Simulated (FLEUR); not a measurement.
# Collinear magnetic orders of GdRu2 with FLEUR

Does GdRu2 prefer parallel or opposed moments?

Program: FLEUR MaX-R8.1. Level of theory: LDA (VWN) with U = 3.6 eV on Gd f; all-electron FLAPW, Dirac cores, scalar-relativistic bands. Results are calculated unless marked as measured.

### 1. Set-up

It takes space group R-3m (No. 166, trigonal). Conventional cell: a = 5.340 Å, b = 5.340 Å, c = 13.046 Å, α = 90.00°, β = 90.00°, γ = 120.00°. Gd has 12 Ru at 3.12 to 3.13 Å and 4 Gd at 3.26 to 3.27 Å nearest. Ru has 6 Ru at 2.66 to 2.67 Å and 6 Gd at 3.13 Å nearest. Ru has 6 Ru at 2.66 to 2.67 Å and 6 Gd at 3.12 to 3.13 Å nearest. Farther neighbours are not listed.

Structure file:

```cif
data_structure
_symmetry_space_group_name_H-M 'R-3m:H'
_symmetry_Int_Tables_number 166
_cell_length_a 5.3396
_cell_length_b 5.3396
_cell_length_c 13.0462
_cell_angle_alpha 90.000
_cell_angle_beta 90.000
_cell_angle_gamma 120.000
_cell_volume 322.14
loop_
_atom_site_label
_atom_site_type_symbol
_atom_site_symmetry_multiplicity
_atom_site_Wyckoff_symbol
_atom_site_fract_x
_atom_site_fract_y
_atom_site_fract_z
_atom_site_occupancy
Gd1 Gd 6 c 0.33333 0.66667 0.04172 1
Ru1 Ru 3 a 0.33333 0.66667 0.66667 1
Ru2 Ru 9 d 0.16667 0.33333 0.83333 1
```

The cell comes from a database of computed structures and need not be the stable phase.

### 2. Order 1, typed as ferro ++

The parallel start is the test of whether parallel moments hold. The U counters the self-interaction that shrinks the moments of a localised shell.

The file n_mmp_mat seeds the f occupations with whole cubic orbitals by Hund's first rule, so that the U acts from the first pass. inpgen writes inp.xml from crystal.txt; cutoffs, mixing, functional, smearing and local orbitals are then set in the file. The k list default-1 (kpts.xml, not shown) is a Γ-centred 6×6×6 mesh; where the ranks do not divide the number of points, some are split in two of half the weight.

inp.xml

```
<?xml version="1.0" encoding="UTF-8" standalone="no"?>
<fleurInput fleurInputVersion="0.39">
   <comment>
      GdRu2
   </comment>
   <calculationSetup>
      <cutoffs Kmax="3.6" Gmax="10.8" GmaxXC="10.8" numbands="0"/>
      <scfLoop itmax="130" minDistance="0.0001" maxIterBroyd="15" imix="Anderson" alpha="0.05" precondParam="0.0" spinf="2.0" sdNocoIR="T"/>
      <coreElectrons ctail="T" frcor="F" kcrel="0" coretail_lmax="0"/>
      <xcFunctional name="vwn" relativisticCorrections="F"/>
      <magnetism jspins="2"/>
      <soc l_soc="F" theta="0.0" phi="0.0" spav="F"/>
      <expertModes spex="0" secvar="F"/>
      <geometryOptimization l_f="F" forcealpha="1.0" forcemix="BFGS" epsdisp="0.00001" epsforce="0.00001"/>
      <ldaU l_linMix="F" mixParam="0.05" spinf="1.0"/>
   </calculationSetup>
   <cell>
      <bzIntegration valenceElectrons="92.0" mode="hist" fermiSmearingEnergy="0.00293995">
         <kPointListSelection listName="default-1"/>
         <xi:include xmlns:xi="http://www.w3.org/2001/XInclude" href="kpts.xml"> </xi:include>
      </bzIntegration>
      <xi:include xmlns:xi="http://www.w3.org/2001/XInclude" href="sym.xml"> </xi:include>
      <bulkLattice scale="1.0">
         <bravaisMatrix>
            <row-1>    5.0452222777843287     2.9128604401891507     8.2179393667008007</row-1>
            <row-2>   -5.0452222777843287     2.9128604401891507     8.2179393667008007</row-2>
            <row-3>    0.0000000000000000    -5.8257208803971992     8.2179393667008007</row-3>
         </bravaisMatrix>
      </bulkLattice>
   </cell>
   <atomSpecies>
      <species name="Gadolinium7.000" element="Gd" atomicNumber="64">
         <mtSphere radius="2.8" gridPoints="925" logIncrement="0.014"/>
         <atomicCutoffs lmax="10" lnonsphr="8"/>
         <electronConfig flipSpins="F">
            <coreConfig>(1s1/2) (2s1/2) (2p1/2) (2p3/2) (3s1/2) (3p1/2) (3p3/2) (4s1/2) (3d3/2) (3d5/2) (4p1/2) (4p3/2) (4d3/2) (4d5/2)</coreConfig>
            <valenceConfig>(5s1/2) (5p1/2) (5p3/2) (6s1/2) (4f5/2) (4f7/2) (5d3/2) (5d5/2)</valenceConfig>
            <stateOccupation state="(4f5/2)" spinUp="2.5" spinDown="0.5"/>
            <stateOccupation state="(4f7/2)" spinUp="4.0" spinDown="0.0"/>
            <stateOccupation state="(5d3/2)" spinUp="0.4" spinDown="0.0"/>
            <stateOccupation state="(5d5/2)" spinUp="0.6" spinDown="0.0"/>
         </electronConfig>
         <energyParameters s="6" p="6" d="5" f="4"/>
         <ldaU l="3" U="3.6" J="0.0" l_amf="F"/>
         <lo type="SCLO" l="0" n="5" eDeriv="0"/>
         <lo type="SCLO" l="1" n="5" eDeriv="0"/>
      </species>
      <species name="Ruthenium (Ru)" element="Ru" atomicNumber="44">
         <mtSphere radius="2.46" gridPoints="813" logIncrement="0.016"/>
         <atomicCutoffs lmax="10" lnonsphr="8"/>
         <electronConfig flipSpins="F">
            <coreConfig>(1s1/2) (2s1/2) (2p1/2) (2p3/2) (3s1/2) (3p1/2) (3p3/2) (4s1/2) (3d3/2) (3d5/2)</coreConfig>
            <valenceConfig>(4p1/2) (4p3/2) (5s1/2) (4d3/2) (4d5/2)</valenceConfig>
            <stateOccupation state="(5s1/2)" spinUp="0.500000" spinDown="0.500000"/>
            <stateOccupation state="(4d3/2)" spinUp="1.400000" spinDown="1.400000"/>
            <stateOccupation state="(4d5/2)" spinUp="2.100000" spinDown="2.100000"/>
         </electronConfig>
         <energyParameters s="5" p="5" d="4" f="4"/>
         <lo type="SCLO" l="1" n="4" eDeriv="0"/>
      </species>
   </atomSpecies>
   <atomGroups>
      <atomGroup species="Gadolinium7.000">
         <relPos label="                   1">.3750215850 .3750215850 .3750215850</relPos>
         <relPos label="                   2">-.3750215850 -.3750215850 -.3750215850</relPos>
         <force calculate="T" relaxXYZ="TTT"/>
      </atomGroup>
      <atomGroup species="Ruthenium (Ru)">
         <relPos label="                   3">.0000000000 .0000000000 .0000000000</relPos>
         <force calculate="T" relaxXYZ="TTT"/>
      </atomGroup>
      <atomGroup species="Ruthenium (Ru)">
         <relPos label="                   4">.0000000000 .0000000000 1.000/2.000</relPos>
         <relPos label="                   5">1.000/2.000 .0000000000 .0000000000</relPos>
         <relPos label="                   6">.0000000000 1.000/2.000 .0000000000</relPos>
         <force calculate="T" relaxXYZ="TTT"/>
      </atomGroup>
   </atomGroups>
   <output dos="F" band="F" slice="F">
      <bandDOS minEnergy="-.5*Htr" maxEnergy="0.5*Htr" sigma="0.015" storeEVData="T"/>
      <plotting iplot="0" polar="F">
         <plot TwoD="T" vec1="  1.0  0.0  0.0" vec2="  0.0  1.0  0.0" vec3="  0.0  0.0  1.0" zero="  0.0  0.0  0.0" file="plot"/>
      </plotting>
      <moessbauerParams electricFieldGradient="F" isomerShift="F" coreHyperfine="F" valenceHyperfine="F"/>
   </output>
</fleurInput>
```

crystal.txt

```
GdRu2
&input film=F cartesian=F /
2.66981665338  1.54141936351  4.34874623350
-2.66981665338  1.54141936351  4.34874623350
0.00000000000  -3.08283872703  4.34874623350
1.8897261246
1.0 1.0 1.0

6
64 0.37502158500  0.37502158500  0.37502158500 : 7.000
64 0.62497841500  0.62497841500  0.62497841500 : 7.000
44 1.00000000000  1.00000000000  1.00000000000
44 0.00000000000  0.00000000000  0.50000000000
44 0.50000000000  0.00000000000  0.00000000000
44 0.00000000000  0.50000000000  0.00000000000

&kpt div1=6 div2=6 div3=6 gamma=T /
```

On the command line:

```sh
$ OMP_NUM_THREADS=1 inpgen -f crystal.txt > inpgen.log  # inp.xml is then edited as shown
$ OMP_NUM_THREADS=1 mpirun -n 4 fleur_MPI > fleur.log
```

The program printed:

```text
Welcome to FLEUR        (www.flapw.de)
      MaX-Release 8.1          (www.max-centre.eu)

 ========== k-point set info ==========
 Selected k-point list: default-1
 k-point list type: mesh
 6 x 6 x 6
 Number of k points: 32

 ------------Calculation Setup---------------------------
 Number of MPI-tasks      :            4
 Number of PE/node        :            4
 Number of OMP-threads    :            1
 k-points in parallel     :            4
 pe's per k-point         :            1
 No of k-point loops      :            8
 Eigenvalue solver        :       lapack
 Number of basis functions:          624
 Approximate size of matrices (H+S) per k-point:         0.006 GB
 --------------------------------------------------------
 Iteration:     1   Distance:      19.73238628 me/bohr^3
 Iteration:     2   Distance:      18.93841576 me/bohr^3
 Iteration:     3   Distance:      15.01240006 me/bohr^3
 Iteration:     4   Distance:       7.56531522 me/bohr^3
 Iteration:     5   Distance:       8.21226250 me/bohr^3
 Iteration:     6   Distance:       2.02665624 me/bohr^3
 Iteration:     7   Distance:       1.18570571 me/bohr^3
 Iteration:     8   Distance:       0.97169781 me/bohr^3
 Iteration:     9   Distance:       0.75961626 me/bohr^3
 Iteration:    10   Distance:       0.45894313 me/bohr^3
 Iteration:    11   Distance:       0.24979976 me/bohr^3
 Iteration:    12   Distance:       0.29142320 me/bohr^3
 Iteration:    13   Distance:       0.10214792 me/bohr^3
 Iteration:    14   Distance:       0.10739195 me/bohr^3
 Iteration:    15   Distance:       0.06349306 me/bohr^3
 Iteration:    16   Distance:       0.06234509 me/bohr^3
 Iteration:    17   Distance:       0.05889322 me/bohr^3
 Iteration:    18   Distance:       0.04628434 me/bohr^3
 Iteration:    19   Distance:       0.02332446 me/bohr^3
 Iteration:    20   Distance:       0.01495586 me/bohr^3
 Iteration:    21   Distance:       0.01164753 me/bohr^3
 Iteration:    22   Distance:       0.00646794 me/bohr^3
 Iteration:    23   Distance:       0.00088882 me/bohr^3
 Iteration:    24   Distance:       0.00079157 me/bohr^3
 Iteration:    25   Distance:       0.00035711 me/bohr^3
 Iteration:    26   Distance:       0.00019813 me/bohr^3
 Iteration:    27   Distance:       0.00008568 me/bohr^3

 ********************************************************************
 Run finished successfully
 Stop message:
   all done
 ********************************************************************

--- out.xml (last complete iteration) ---
<iteration numberForCurrentRun="   27" overallNumber="   27">
         [... left out ...]
         <bandgap value="0.0007191405" units="eV"/>
         <sumValenceSingleParticleEnergies value="-19.3439334408" units="Htr"/>
         <FermiEnergy value="0.4299485648" units="Htr"/>
         <valenceDensity>
            <mtCharges spin="1">
               <mtCharge atomType="1" total="11.6662302" s="1.1161944" p="3.0170756" d="0.5528636" f="6.9735065"/>
               <mtCharge atomType="2" total="6.2113004" s="0.2041889" p="3.1315523" d="2.8497245" f="0.0202129"/>
               <mtCharge atomType="3" total="6.2109120" s="0.2038678" p="3.1310119" d="2.8504789" f="0.0200014"/>
            </mtCharges>
            <mtCharges spin="2">
               <mtCharge atomType="1" total="4.5752910" s="1.1004249" p="2.9810091" d="0.4152711" f="0.0719050"/>
               <mtCharge atomType="2" total="6.3878751" s="0.2088469" p="3.1244115" d="3.0289416" f="0.0199177"/>
               <mtCharge atomType="3" total="6.3875904" s="0.2085035" p="3.1237890" d="3.0299228" f="0.0196922"/>
            </mtCharges>
            <spinDependentCharge spin="1" total="52.8365128" interstitial="4.6600161" mtSpheres="48.1764967"/>
            <spinDependentCharge spin="2" total="39.1634872" interstitial="4.4622589" mtSpheres="34.7012283"/>
            <totalCharge value="92.0000000000"/>
         </valenceDensity>
         [... left out ...]
         <allElectronCharges>
            <spinDependentCharge spin="1" total="158.8365127" interstitial="4.6664649" mtSpheres="154.1700478"/>
            <spinDependentCharge spin="2" total="145.1634872" interstitial="4.4686918" mtSpheres="140.6947954"/>
            <totalCharge value="303.9999999131"/>
         </allElectronCharges>
         <magneticMomentsInMTSpheres units="muBohr">
            <globalMagMoment atomType="1" vec="0.00000   0.00000   7.09094"/>
            <localMagMoment atomType="1" vec="0.00000   0.00000   7.09094"/>
            <globalMagMoment atomType="2" vec="0.00000   0.00000  -0.17658"/>
            <localMagMoment atomType="2" vec="0.00000   0.00000  -0.17658"/>
            <globalMagMoment atomType="3" vec="0.00000   0.00000  -0.17668"/>
            <localMagMoment atomType="3" vec="0.00000   0.00000  -0.17668"/>
         </magneticMomentsInMTSpheres>
         <moessbauerParams unitsHFF="kG" unitsIS="e/bohr^3" unitsEFG="Htr/bohr^2">
         </moessbauerParams>
         <totalEnergy value="   -40655.9016747715" units="Htr">
            <sumOfEigenvalues value="   -24641.0651702510">
               <coreElectrons value="-24621.7212368102"/>
               <valenceElectrons value="-19.3439334408"/>
            </sumOfEigenvalues>
            <densityCoulombPotentialIntegral value="-66729.0142473103"/>
            <densityEffectivePotentialIntegral value="-68059.5391211484"/>
            <chargeDenXCDenIntegral value="-1003.2025195451"/>
            <FockExchangeEnergyValence value="0.0000000000"/>
            <FockExchangeEnergyCore value="0.0000000000"/>
            <atomTypeDependentContributions atomType="1">
               <electronNucleiInteractionDifferentMTs value="27678.7320418110"/>
               <MadelungTerm value="-66.0654323830"/>
            </atomTypeDependentContributions>
            <atomTypeDependentContributions atomType="2">
               <electronNucleiInteractionDifferentMTs value="5469.0245479706"/>
               <MadelungTerm value="-21.6654659051"/>
            </atomTypeDependentContributions>
            <atomTypeDependentContributions atomType="3">
               <electronNucleiInteractionDifferentMTs value="16407.0637529413"/>
               <MadelungTerm value="-65.0339303903"/>
            </atomTypeDependentContributions>
            <dftUCorrection value="-0.9191889327"/>
            <tkbTimesEntropy value="0.0052270133"/>
            <freeEnergy value="-40655.9069017849"/>
            <extrapolationTo0K value="-40655.9042882782"/>
         </totalEnergy>
         <ldaUDensityMatrix>
            <densityMatrixFor spin="1" atomType="1" uIndex="1" l="3" U="3.60000000" J="0.00000000">
               (+0.99621,+0.00000) (+0.00000,+0.00000) (+0.00000,+0.00000) (+0.00000,+0.00035) (+0.00000,+0.00000) (+0.00000,+0.00000) (-0.00071,+0.00000)
               (+0.00000,+0.00000) (+0.99610,+0.00000) (+0.00000,+0.00000) (+0.00000,+0.00000) (+0.00000,-0.00038) (+0.00000,+0.00000) (+0.00000,+0.00000)
               (+0.00000,+0.00000) (+0.00000,+0.00000) (+0.99676,+0.00000) (+0.00000,+0.00000) (+0.00000,+0.00000) (+0.00000,+0.00038) (+0.00000,+0.00000)
               (+0.00000,-0.00035) (+0.00000,+0.00000) (+0.00000,+0.00000) (+0.99538,+0.00000) (+0.00000,+0.00000) (+0.00000,+0.00000) (+0.00000,-0.00035)
               (+0.00000,+0.00000) (+0.00000,+0.00038) (+0.00000,+0.00000) (+0.00000,+0.00000) (+0.99676,+0.00000) (+0.00000,+0.00000) (+0.00000,+0.00000)
               (+0.00000,+0.00000) (+0.00000,+0.00000) (+0.00000,-0.00038) (+0.00000,+0.00000) (+0.00000,+0.00000) (+0.99610,+0.00000) (+0.00000,+0.00000)
               (-0.00071,+0.00000) (+0.00000,+0.00000) (+0.00000,+0.00000) (+0.00000,+0.00035) (+0.00000,+0.00000) (+0.00000,+0.00000) (+0.99621,+0.00000)
            </densityMatrixFor>
            <densityMatrixFor spin="2" atomType="1" uIndex="1" l="3" U="3.60000000" J="0.00000000">
               (+0.01000,+0.00000) (+0.00000,+0.00000) (+0.00000,+0.00000) (+0.00000,+0.00169) (+0.00000,+0.00000) (+0.00000,+0.00000) (-0.00205,+0.00000)
               (+0.00000,+0.00000) (+0.01045,+0.00000) (+0.00000,+0.00000) (+0.00000,+0.00000) (+0.00000,-0.00074) (+0.00000,+0.00000) (+0.00000,+0.00000)
               (+0.00000,+0.00000) (+0.00000,+0.00000) (+0.01179,+0.00000) (+0.00000,+0.00000) (+0.00000,+0.00000) (+0.00000,+0.00074) (+0.00000,+0.00000)
               (+0.00000,-0.00169) (+0.00000,+0.00000) (+0.00000,+0.00000) (+0.00743,+0.00000) (+0.00000,+0.00000) (+0.00000,+0.00000) (+0.00000,-0.00169)
               (+0.00000,+0.00000) (+0.00000,+0.00074) (+0.00000,+0.00000) (+0.00000,+0.00000) (+0.01179,+0.00000) (+0.00000,+0.00000) (+0.00000,+0.00000)
               (+0.00000,+0.00000) (+0.00000,+0.00000) (+0.00000,-0.00074) (+0.00000,+0.00000) (+0.00000,+0.00000) (+0.01045,+0.00000) (+0.00000,+0.00000)
               (-0.00205,+0.00000) (+0.00000,+0.00000) (+0.00000,+0.00000) (+0.00000,+0.00169) (+0.00000,+0.00000) (+0.00000,+0.00000) (+0.01000,+0.00000)
            </densityMatrixFor>
         </ldaUDensityMatrix>
         <ldaUDensityMatrixConvergence>
            <distance spin="1" distance="0.000000"/>
            <distance spin="2" distance="0.000000"/>
         </ldaUDensityMatrixConvergence>
         <densityConvergence units="me/bohr^3">
            <chargeDensity spin="1" distance="0.0000469020"/>
            <chargeDensity spin="2" distance="0.0000478894"/>
            <overallChargeDensity distance="0.0000405702"/>
            <spinDensity distance="0.0000856763"/>
         </densityConvergence>
      </iteration>
```

Elapsed: 72 s, on 4 MPI ranks of AMD EPYC 9R45, shared host; peak memory 0.44 GiB.

Spin moment in the muffin-tin sphere by atom:

| atom | spin moment in the muffin-tin sphere (μB) |
| --- | --- |
| Gd1 | 7.09 |
| Gd2 | 7.09 |
| Ru3 | -0.18 |
| Ru4 | -0.18 |
| Ru5 | -0.18 |
| Ru6 | -0.18 |

Numbers from this step:

```
free energy                                                       : -1106303.5859 eV
program's band gap on this mesh (in a metal only a level spacing) : 7.19e-4 eV
magnetization                                                     : 13.67 μB
final state                                                       : ferromagnetic, with opposed induced moments
```

After 27 cycles the largest moment stands at 7.09 μB.

(Part 1 of 2 ends here.)

[Logs and program files are shortened in this print: banners, set-up blocks, solver, clock and traceback lines can be left out without a mark of their own.]

[Logs are printed without paths, hosts, clocks, repeated set-up lines and the standing remarks that a program may print on its own settings, such as how far it seeks lower states.]

[Hosts, paths, dates, database ids (printed as entryN), source tags and the programs' standing remarks are cut or masked in the printed files.]

[Where a cell is said to come from a database of computed structures, the database is the Materials Project.]
